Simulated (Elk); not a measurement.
# E(q) of TlCrTe2

Spirals of any wavevector fit in the chemical cell when spin–orbit coupling is left out. What does E(q) of TlCrTe2 say of its order and magnons?

Program: Elk 11.2.3 (patched build). Level of theory: LDA (Perdew-Wang) with U = 4.38 eV on Cr d; all-electron APW+lo, Dirac cores, scalar-relativistic bands. Results are calculated unless marked as measured.

**1. The structure**

It takes space group P-3m1 (No. 164, trigonal). The conventional cell has a = 4.110 Å, b = 4.110 Å, c = 7.949 Å, α = 90.00°, β = 90.00°, γ = 120.00°. Cr has 6 Te at 2.78 Å nearest. Nearest to Tl lie 6 Te at 3.46 Å. Nearest to Te lie 3 Cr at 2.78 Å and 3 Tl at 3.46 Å. Farther neighbours and most contacts between anions are not listed.

The cell comes from a database of computed structures and need not be the stable phase.

**2. The state at q = 0**

The energies of all spirals count from this run, made with the same spinor basis and mesh so that errors cancel. A Hubbard U of customary size acts on the open shell; it was not fitted to this crystal.

The moments start as ferro +, in the xy plane (a flat spiral, cone angle 90°).

The last three numbers of an atom's line are a seed field in its sphere. It points against the wanted moment and shrinks by the factor reducebf each loop.

elk.in reads:

```
tasks
  0

xctype
  3

rgkmax
  7.0

nempty
  12

swidth
  0.005

reducebf
  0.6

epsengy
  1e-06

maxscl
  100

lmaxi
  3

spinsprl
  .true.

spinpol
  .true.

vqlss
  0.000000 0.000000 0.000000

sppath
  './'

avec
  7.76645877359 0.00000000000 0.00000000000
  -3.88322938679 6.72595059531 0.00000000000
  0.00000000000 0.00000000000 15.02121258479

atoms
  3
  'Cr.in'
  1
  0.0000000000 0.0000000000 0.5000000000   -0.300000 0.000000 0.000000
  'Tl.in'
  1
  0.0000000000 0.0000000000 0.0000000000   0.000000 0.000000 0.000000
  'Te.in'
  2
  0.6666666700 0.3333333300 0.6833026200   0.000000 0.000000 0.000000
  0.3333333300 0.6666666700 0.3166973800   0.000000 0.000000 0.000000

ngridk
  8 8 8

dft+u
  1 1
  1 2 0.160962 0.000000
```

Launch:

```console
$ OMP_NUM_THREADS=4 elk
```

Numbers of over 12 decimals in the logs are rounded to 6 here.

The program printed:

```text
Warning(gndstate): core states of species 3 leak from the muffin-tin :   0.4041982872E-03
Warning(gndstate): forces or DFT+U at lmaxo under 8 : 6
  [figures from our tests cut]: type lmaxo 8 and lmaxapw 10

--- INFO.OUT ---
┌─────────────────────────┐
│ Elk code version 11.2.3 │
└─────────────────────────┘

All units are atomic (Hartree, Bohr, etc.)

┌─────────────────────────────────────────────────┐
│ Ground-state run starting from atomic densities │
└─────────────────────────────────────────────────┘

Lattice vectors :
   7.766458774       0.000000000       0.000000000
  -3.883229387       6.725950595       0.000000000
   0.000000000       0.000000000       15.02121258

Reciprocal lattice vectors :
  0.8090154716      0.4670853003      -0.000000000
   0.000000000      0.9341706006       0.000000000
   0.000000000      -0.000000000      0.4182874899

Unit cell volume      :    784.6603481
Brillouin zone volume :   0.3161243129

Muffin-tin inner radius fraction :   0.1000000000E-01

Nuclei treated as point charges

Species : 1 (Cr)
 parameters loaded from : Cr.in
 name : chromium
 nuclear charge    :   -24.00000000
 electronic charge :    24.00000000
 atomic mass :    94783.09202
 muffin-tin radius :    2.400000000
 number of radial points in muffin-tin :    497
 inner part over the whole radius :   0.9857795597E-02
 number on inner part of muffin-tin    :    350
 approximate nuclear radius :   0.6987106690E-04
 number of mesh points to nuclear radius :    165
 atomic positions (lattice), magnetic fields (Cartesian) :
  1 :   0.00000000  0.00000000  0.00000000   -0.30000000  0.00000000  0.00000000

Species : 2 (Tl)
 parameters loaded from : Tl.in
 name : thallium
 nuclear charge    :   -81.00000000
 electronic charge :    81.00000000
 atomic mass :    372567.9643
 muffin-tin radius :    2.800000000
 number of radial points in muffin-tin :    697
 inner part over the whole radius :   0.9778417117E-02
 number on inner part of muffin-tin    :    500
 approximate nuclear radius :   0.1043008296E-03
 number of mesh points to nuclear radius :    263
 atomic positions (lattice), magnetic fields (Cartesian) :
  1 :   0.00000000  0.00000000  0.50000000    0.00000000  0.00000000  0.00000000

Species : 3 (Te)
 parameters loaded from : Te.in
 name : tellurium
 nuclear charge    :   -52.00000000
 electronic charge :    52.00000000
 atomic mass :    232600.5708
 muffin-tin radius :    2.600000000
 number of radial points in muffin-tin :    597
 inner part over the whole radius :   0.9992174838E-02
 number on inner part of muffin-tin    :    426
 approximate nuclear radius :   0.8944870508E-04
 number of mesh points to nuclear radius :    215
 atomic positions (lattice), magnetic fields (Cartesian) :
  1 :  -0.33333333  0.33333333  0.18330262    0.00000000  0.00000000  0.00000000
  2 :   0.33333333 -0.33333333 -0.18330262    0.00000000  0.00000000  0.00000000

Total number of atoms per unit cell :    4
Total muffin-tin volume :    297.1025116
 ratio of muffin-tin to unit cell volume :   0.3786383655

Spin treatment :
 spin-polarised
 global magnetic field (Cartesian) :    0.000000000       0.000000000       0.000000000
 non-collinear magnetisation
 spin-spiral state assumed
  q-vector (lattice)   :    0.000000000       0.000000000       0.000000000
  q-vector (Cartesian) :    0.000000000       0.000000000       0.000000000
  q-vector length      :    0.000000000

Number of Bravais lattice symmetries :   24
Number of crystal symmetries         :   12
Crystal has inversion symmetry
Real symmetric eigensolver will be used

k-point grid :      8     8     8
k-point offset :    0.000000000       0.000000000       0.000000000
k-point set is reduced with full crystal symmetry group
Total number of k-points :       65

Muffin-tin radius times maximum |G+k| :    7.000000000
 using average radius
Maximum |G+k| for APW functions       :    2.692307692
Maximum (1/2)|G+k|²                   :    3.624260355
Maximum |G| for potential and density :    12.00000000
Constant for pseudocharge density :    8
 order of it for each species :   15  15  15
 order of it for pair densities of each species (exact exchange by exxq0 0: 15) :    8  11  10
Radial integration step length :    1

G-vector grid sizes :     30    30    60
Number of G-vectors :    22971

Maximum angular momentum used for
 APW functions            :    8
 outer part of muffin-tin :    6
 inner part of muffin-tin :    3

Total nuclear charge    :   -209.0000000
Total core charge       :    144.0000000
Total valence charge    :    65.00000000
Total excess charge     :    0.000000000
Total electronic charge :    209.0000000

Effective Wigner radius, rₛ :   0.9641596161

Number of empty states         :     48
Total number of valence states :    162
Total number of core states    :    144

Third-order local-orbitals added for an l without core states : T
Total number of local-orbitals :     70

Exchange-correlation functional :      3     0     0
 Perdew-Wang/Ceperley-Alder, Phys. Rev. B 45, 13244 (1992)
 gradient requirement :    0
 local density approximation (LDA)

DFT+U calculation
 fully localised limit (FLL)
 see Phys. Rev. B 52, R5467 (1995)
 species : 1 (Cr), l = 2, U =   0.16096200, J =   0.00000000

Smearing type :    3
 Fermi-Dirac
Smearing width :   0.5000000000E-02
Effective electronic temperature (K) :    1578.875124

Mixing type :    3
 Broyden mixing, J. Phys. A: Math. Gen. 17, L317 (1984)

Kohn-Sham potential initialised from atomic data

┌──────────────────────────────┐
│ Self-consistent loop started │
└──────────────────────────────┘

┌─────────────────┐
│ Loop number : 1 │
└─────────────────┘

Energies :
 Fermi                       :     0.101133
 sum of occupied eigenvalues :     -21402.828309004
 electron kinetic            :      38905.895327701
 core electron kinetic       :      38243.248226713
 Coulomb                     :     -73057.631176125
 Coulomb potential           :     -59298.259498106
 nuclear-nuclear             :     -2911.8218648116
 electron-nuclear            :     -81043.893194438
 Hartree                     :      10898.083883124
 Madelung                    :     -43408.501427072
 xc potential                :     -1010.3636043247
 xc effective B-field        :    -0.108936
 external B-field            :      0.000000
 exchange                    :     -737.40231662062
 correlation                 :     -20.479837601732
 DFT+U                       :     0.146116
 electron entropic           :    -0.44366287879813E-02
 total energy                :     -34909.476323115
 (external B-field energy excluded from total)

Density of states at Fermi energy :    48.29690727
 (states/Hartree/unit cell)

[...]
electron-nuclear            :     -81046.202237163
 Hartree                     :      10899.645961359
 Madelung                    :     -43409.664922553
 xc potential                :     -1011.7336410262
 xc effective B-field        :    -0.139917
 external B-field            :      0.000000
 exchange                    :     -737.48124034587
 correlation                 :     -20.478979258982
 DFT+U                       :     0.173789
 electron entropic           :    -0.53915876157480E-03
 total energy                :     -34909.719538549
 (external B-field energy excluded from total)

Density of states at Fermi energy :    4.857596447
 (states/Hartree/unit cell)

Estimated indirect band gap :   0.7842085470E-02
 from k-point 60 to k-point 45
Estimated direct band gap   :   0.1777779371E-01
 at k-point 60

Charges :
 core                        :    144.0000000
 valence                     :    65.00000000
 interstitial                :    7.213467144
 muffin-tins (core leakage)
  species : 1 (Cr)
   atom 1                    :    21.71522673     ( -0.3576939216E-05)
  species : 2 (Tl)
   atom 1                    :    79.36217183     (  0.3129823742E-04)
  species : 3 (Te)
   atom 1                    :    50.35456715     (  0.4139391232E-03)
   atom 2                    :    50.35456715     (  0.4139391232E-03)
 total in muffin-tins        :    201.7865329
 total calculated charge     :    208.9984943
 total charge                :    209.0000000
 error                       :   0.1505739420E-02

Moments :
 interstitial                :   0.3384850502      0.1534154348E-06  0.3136528386E-07
 muffin-tins
  species : 1 (Cr)
   atom 1                    :    2.712805251      0.5221304555E-06  0.2774016657E-08
  species : 2 (Tl)
   atom 1                    :   0.2190497737E-02 -0.4085851176E-07  0.8398727952E-08
  species : 3 (Te)
   atom 1                    :  -0.3523436414E-01  0.5285485844E-07  0.3558404938E-08
   atom 2                    :  -0.3523436414E-01  0.5285485844E-07  0.3558404938E-08
 total in muffin-tins        :    2.644527021      0.5869816606E-06  0.1828955448E-07
 total moment                :    2.983012071      0.7403970954E-06  0.4965483835E-07

RMS change in Kohn-Sham potential (target) :   0.1944837487     (  0.1000000000E-05)
Absolute change in total energy (target)   :   0.2432154338     (  0.1000000000E-05)

[... loops 3 to 30 left out ...]

┌──────────────────┐
│ Loop number : 31 │
└──────────────────┘

Energies :
 Fermi                       :     0.180327
 sum of occupied eigenvalues :     -21386.292392692
 electron kinetic            :      38915.540256993
 core electron kinetic       :      38245.623905125
 Coulomb                     :     -73066.056662878
 Coulomb potential           :     -59295.272078088
 nuclear-nuclear             :     -2911.8218648116
 electron-nuclear            :     -81063.972671552
 Hartree                     :      10909.737873485
 Madelung                    :     -43418.420623834
 xc potential                :     -1006.3429785801
 xc effective B-field        :    -0.217593
 external B-field            :      0.000000
 exchange                    :     -738.14955801238
 correlation                 :     -20.491367929720
 DFT+U                       :     0.239317
 electron entropic           :    -0.25888635695428E-02
 total energy                :     -34908.920603735
 (external B-field energy excluded from total)

Density of states at Fermi energy :    29.92745885
 (states/Hartree/unit cell)

Estimated indirect band gap :   0.2647433938E-02
 from k-point 26 to k-point 10
Estimated direct band gap   :   0.9211777928E-02
 at k-point 33

Charges :
 core                        :    144.0000000
 valence                     :    65.00000000
 interstitial                :    6.954108721
 muffin-tins (core leakage)
  species : 1 (Cr)
   atom 1                    :    22.55454232     ( -0.3576939374E-05)
  species : 2 (Tl)
   atom 1                    :    79.46478887     (  0.2976831623E-04)
  species : 3 (Te)
   atom 1                    :    50.01328005     (  0.4041982818E-03)
   atom 2                    :    50.01328005     (  0.4041982818E-03)
 total in muffin-tins        :    202.0458913
 total calculated charge     :    208.9982439
 total charge                :    209.0000000
 error                       :   0.1756096691E-02

Moments :
 interstitial                :   0.9881796019E-01  0.1992928800E-04  0.1188412051E-04
 muffin-tins
  species : 1 (Cr)
   atom 1                    :    3.517287835      0.6098872112E-03  0.1457868709E-06
  species : 2 (Tl)
   atom 1                    :  -0.2858934933E-01 -0.7693315812E-05  0.3001922266E-05
  species : 3 (Te)
   atom 1                    :  -0.2169982228     -0.3180675395E-04  0.8460774589E-05
   atom 2                    :  -0.2169982228     -0.3180675395E-04  0.8460774589E-05
 total in muffin-tins        :    3.054702040      0.5385803875E-03  0.2006925831E-04
 total moment                :    3.153520000      0.5585096755E-03  0.3195337883E-04

RMS change in Kohn-Sham potential (target) :   0.2325520428E-06 (  0.1000000000E-05)
Absolute change in total energy (target)   :   0.2999513526E-06 (  0.1000000000E-05)

Convergence targets achieved

┌──────────────────┐
│ Loop number : 32 │
└──────────────────┘

Energies :
 Fermi                       :     0.180327
 sum of occupied eigenvalues :     -21386.292393649
 electron kinetic            :      38915.540254413
 core electron kinetic       :      38245.623905663
 Coulomb                     :     -73066.056663237
 Coulomb potential           :     -59295.272079229
 nuclear-nuclear             :     -2911.8218648116
 electron-nuclear            :     -81063.972670817
 Hartree                     :      10909.737872392
 Madelung                    :     -43418.420623622
 xc potential                :     -1006.3429758155
 xc effective B-field        :    -0.217593
 external B-field            :      0.000000
 exchange                    :     -738.14955783849
 correlation                 :     -20.491367946658
 DFT+U                       :     0.239317
 electron entropic           :    -0.25888580091392E-02
 total energy                :     -34908.920606576
 (external B-field energy excluded from total)

Density of states at Fermi energy :    29.92738444
 (states/Hartree/unit cell)

Estimated indirect band gap :   0.2647528050E-02
 from k-point 26 to k-point 10
Estimated direct band gap   :   0.9211738478E-02
 at k-point 33

Charges :
 core                        :    144.0000000
 valence                     :    65.00000000
 interstitial                :    6.954108834
 muffin-tins (core leakage)
  species : 1 (Cr)
   atom 1                    :    22.55454199     ( -0.3576939791E-05)
  species : 2 (Tl)
   atom 1                    :    79.46478886     (  0.2976831434E-04)
  species : 3 (Te)
   atom 1                    :    50.01328016     (  0.4041982872E-03)
   atom 2                    :    50.01328016     (  0.4041982872E-03)
 total in muffin-tins        :    202.0458912
 total calculated charge     :    208.9982439
 total charge                :    209.0000000
 error                       :   0.1756096961E-02

Moments :
 interstitial                :   0.9881805245E-01  0.2040294100E-04  0.1188703418E-04
 muffin-tins
  species : 1 (Cr)
   atom 1                    :    3.517286228      0.6256324704E-03  0.3881899405E-06
  species : 2 (Tl)
   atom 1                    :  -0.2858932490E-01 -0.7815236150E-05  0.2999086318E-05
  species : 3 (Te)
   atom 1                    :  -0.2169976744     -0.3273119090E-04  0.8442958935E-05
   atom 2                    :  -0.2169976744     -0.3273119090E-04  0.8442958935E-05
 total in muffin-tins        :    3.054701554      0.5523548524E-03  0.2027319413E-04
 total moment                :    3.153519607      0.5727577934E-03  0.3216022831E-04

┌──────────────────────────────┐
│ Self-consistent loop stopped │
└──────────────────────────────┘

Warning : core states of species 3 leak from the muffin-tin :   0.4041982872E-03

Warning : forces or DFT+U at lmaxo under 8 : 6

Wrote STATE.OUT
```

Elapsed: 22 min, on 4 threads of Arm Neoverse N1, shared host; peak memory 0.53 GiB; 83 min of CPU time.

Spin moment in the muffin-tin sphere by atom:

```tsv
atom	x (μB)	y (μB)	z (μB)	size
Cr1	3.52	0.00	0.00	3.52
Tl2	-0.03	0.00	0.00	0.03
Te3	-0.22	0.00	0.00	0.22
Te4	-0.22	0.00	0.00	0.22
```

Numbers from this step:

- density of states at the Fermi level: 1.100 states/eV/cell
- moment between the spheres: 0.09882, 0, 0 μB
- magnetization: 3.154, 5.73e-4, 0 μB
- final state: ferromagnetic

After 32 cycles the largest moment stands at 3.52 μB.

[end of part 1 of 2]

[Logs and program files are shortened in this print: banners, set-up blocks, solver, clock and traceback lines can be left out without a mark of their own.]

[Logs are printed without paths, hosts, clocks, repeated set-up lines and the standing remarks that a program may print on its own settings, such as how far it seeks lower states.]

[Hosts, paths, dates, database ids (printed as entryN), source tags and the programs' standing remarks are cut or masked in the printed files.]

[Where a cell is said to come from a database of computed structures, the database is the Materials Project.]
